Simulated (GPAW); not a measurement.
# As (buckled honeycomb monolayer): G0W0 with GPAW, start to end

How does a plane-wave GW calculation on As (buckled honeycomb monolayer) run from the first input to the gap?

Main program and level: GPAW 26.7.0; LDA and many-body steps on it, plane waves.

Report form: inputs, costs, results and the conclusion, without the logs.

## (1) The system as given

The cell holds 2 atoms: 2 As. Its edges and angles: a = 3.517 Å, b = 3.517 Å, c = 12.300 Å, α = 90.0°, β = 90.0°, γ = 120.0°. Vacuum lies along c.

The structure was relaxed with LDA. The runs that relaxed it are not among those shown.

## (2) Ground state

This step: GPAW 26.7.0; DFT, LDA, plane waves, PAW.

The ground-state density comes first.

The input, run.py:

```python
import json
import numpy as np
from gpaw.mpi import world
from ase import Atoms
from gpaw import GPAW, PW, FermiDirac

atoms = Atoms(['As', 'As'],
    cell=[[3.5171053039, 0.0000000000, 0.0000000000],
      [-1.7585526520, 3.0459025410, 0.0000000000],
      [0.0000000000, 0.0000000000, 12.3000000000]],
    scaled_positions=[[0.3333333333, 0.6666666667, 0.4435662702],
      [0.6666666667, 0.3333333333, 0.5564337298]],
    pbc=(True, True, False))
calc = GPAW(mode=PW(450),
    xc='LDA',
    kpts={'size': (12, 12, 1), 'gamma': True},
    occupations=FermiDirac(0.001),
    nbands=-7,
    convergence={'density': 1e-6, 'bands': -3},
    maxiter=100,
    txt='gs.txt')
atoms.calc = calc
res = {'energy': atoms.get_potential_energy()}
kpts = calc.get_ibz_k_points()
res['kpts'] = kpts
res['eigenvalues'] = [calc.get_eigenvalues(kpt=k) for k in range(len(kpts))]
res['n_electrons'] = calc.get_number_of_electrons()
calc.write('gs.gpw')

if world.rank == 0:
    with open('result.json', 'w') as f:
        json.dump(res, f, default=lambda x: x.tolist())
```

Launch:

```bash
mpirun -n 4 gpaw python run.py
```

Wall time 5.8 s (4 MPI ranks of Arm Neoverse V1, shared host); peak memory 0.63 GiB; 23 s of CPU time.

This step gave:

- total energy: -10.46 eV
- gap: 1.413 eV
- k of the valence top: 0, 0, 0
- k of the conduction bottom: 0.3333, 0, 0
- least direct gap: 2.086 eV

The gap is indirect, with the least direct gap 0.67 eV higher.

## (3) Empty states on the mesh, 12×12×1 mesh, 309 bands

The sums over transitions need many empty states on a uniform mesh; this step solves for them.

The input, run.py:

```python
import json
import numpy as np
from gpaw.mpi import world
from gpaw import GPAW

calc = GPAW('gs.gpw').fixed_density(kpts={'size': (12, 12, 1), 'gamma': True},
    parallel={'domain': 1, 'band': 1},
    txt='nscf.txt')
calc.diagonalize_full_hamiltonian(nbands=309)
calc.write('full.gpw', mode='all')
res = {}
kpts = calc.get_ibz_k_points()
res['kpts'] = kpts
res['eigenvalues'] = [calc.get_eigenvalues(kpt=k) for k in range(len(kpts))]
res['n_electrons'] = calc.get_number_of_electrons()

if world.rank == 0:
    with open('result.json', 'w') as f:
        json.dump(res, f, default=lambda x: x.tolist())
```

Launch:

```bash
mpirun -n 4 gpaw python run.py
```

It took 2.4 min on 4 MPI ranks; peak memory 3.3 GiB.

This step gave:

* gap: 1.413 eV
* k of the valence top: 0, 0, 0
* k of the conduction bottom: 0.3333, 0, 0
* least direct gap: 2.086 eV
* k points computed: 19
* lowest point of the top converged band, above the valence top: 99.2372 eV

On this mesh the gap is 1.413 eV.

## (4) Screening and self-energy, 12×12×1 mesh, 139 bands, screening to 60 eV

Now the one-shot GW correction: screening in the RPA, then the self-energy of the levels asked for.

This step: G0W0 on LDA, plane waves, PAW.

The input, run.py:

```python
import json
import numpy as np
from gpaw.mpi import world
from gpaw.response.g0w0 import G0W0

gw = G0W0('full.gpw',
    filename='gw',
    kpts=[0, 8],
    bands=(3, 7),
    ecut=60,
    nbands=139,
    truncation='2D',
    integrate_gamma='sphere',
    q0_correction=True,
    frequencies={'type': 'nonlinear', 'domega0': 0.15, 'omega2': 15.0},
    eta=0.1,
    nblocksmax=True)
gw.calculate()
res = {mode: {k: v for k, v in r.items() if k != 'sigma_eskwn'}
       for mode, r in gw.all_results.items()}

if world.rank == 0:
    with open('result.json', 'w') as f:
        json.dump(res, f, default=lambda x: x.tolist())
```

Launch:

```bash
mpirun -n 4 gpaw python run.py
```

Elapsed: 4.5 min, on 4 MPI ranks; peak memory 1.7 GiB; 18 min of CPU time.

Read from the output:

```yaml
g0w0_gap_on_the_mesh: 2.336 eV
least_direct_g0w0_gap_on_the_computed_points: 3.339 eV
z_at_the_valence_top: 0.7533
z_at_the_conduction_bottom: 0.7570
starting_gap_on_the_mesh: 1.413 eV
k_of_the_valence_top: 0, 0, 0
k_of_the_conduction_bottom: 0.3333, 0, 0
```

The gap on the mesh goes from 1.41 eV to 2.34 eV, a correction of +0.92 eV.

Limits: finite bands, cutoff and mesh; no spin-orbit coupling. v1 is the top filled band, c1 the lowest empty one. The levels before and after the correction (eV, zero at the valence-band top of each column):

```csv
,conduction bottom,valence top
Kohn-Sham,1.41,0.00
G0W0,2.34,0.00
```

```csv
,level,energy (eV)
Kohn-Sham,Γ v2-v1,0.000
Kohn-Sham,Γ c1,2.086
Kohn-Sham,Γ c2,3.573
Kohn-Sham,(0.333 0 0) v2,-1.682
Kohn-Sham,(0.333 0 0) v1,-0.910
Kohn-Sham,(0.333 0 0) c1,1.413
Kohn-Sham,(0.333 0 0) c2,3.724
G0W0,Γ v2-v1,0.000
G0W0,Γ c1,3.339
G0W0,Γ c2,4.711
G0W0,(0.333 0 0) v2,-1.821
G0W0,(0.333 0 0) v1,-1.144
G0W0,(0.333 0 0) c1,2.336
G0W0,(0.333 0 0) c2,4.638
```

## (5) Where the time went

Times are wall times on 4 MPI ranks of Arm Neoverse V1, shared host, good to a factor of about two.

```csv
step,time,share,memory (GiB)
ground state,5.8 s,1 %,0.63
empty states on the mesh,2.4 min,34 %,3.3
screening and self-energy,4.5 min,65 %,1.7
```

## (6) Outcome

| Item | Value |
| --- | --- |
| LDA gap | 1.41 eV, indirect |
| G0W0 gap on the mesh | 2.34 eV |
| GW settings | 12×12×1 mesh, 139 bands, screening to 60 eV, full frequency, Hilbert transform |
| known limits | short of the basis limit; no spin-orbit coupling |

**Reading.** G0W0 moves the gap on the mesh from 1.41 eV to 2.34 eV (+0.92 eV), with Z of 0.75 and 0.76 at the edges. The dearest step here is «screening and self-energy». Bands and cutoff are finite, so the gap stands short of the basis limit, usually by up to a few tenths of an eV; the mesh is an error of its own. In this program the long-wavelength screening can come out low in d oxides and layered crystals. The many-body steps are scalar-relativistic: spin-orbit coupling is not in them.

[Long decimals in the printed logs are rounded to 6 places.]

[Logs are printed without paths, hosts, clocks, repeated set-up lines and the standing remarks that a program may print on its own settings, such as how far it seeks lower states.]

[Paths, hosts, dates, memory and timing lines, banners, echoed tables and standing remarks are left out of the program output; an Ansatz launch command may be rebuilt from the run's recorded settings. Measured values are a selection of at most five: reports struck by readers or far from the other reports are left out. None is set beside runs whose start may be inverted or whose files or cutoffs have a known fault.]

[Runs of the session that timed out or met a known fault of the program may be left out.]

[Hosts, paths, dates, database ids (printed as entryN), source tags and the programs' standing remarks are cut or masked in the printed files.]

[Where the starting crystal was built by hand or by swapping elements, it need not be the compound's stable phase.]
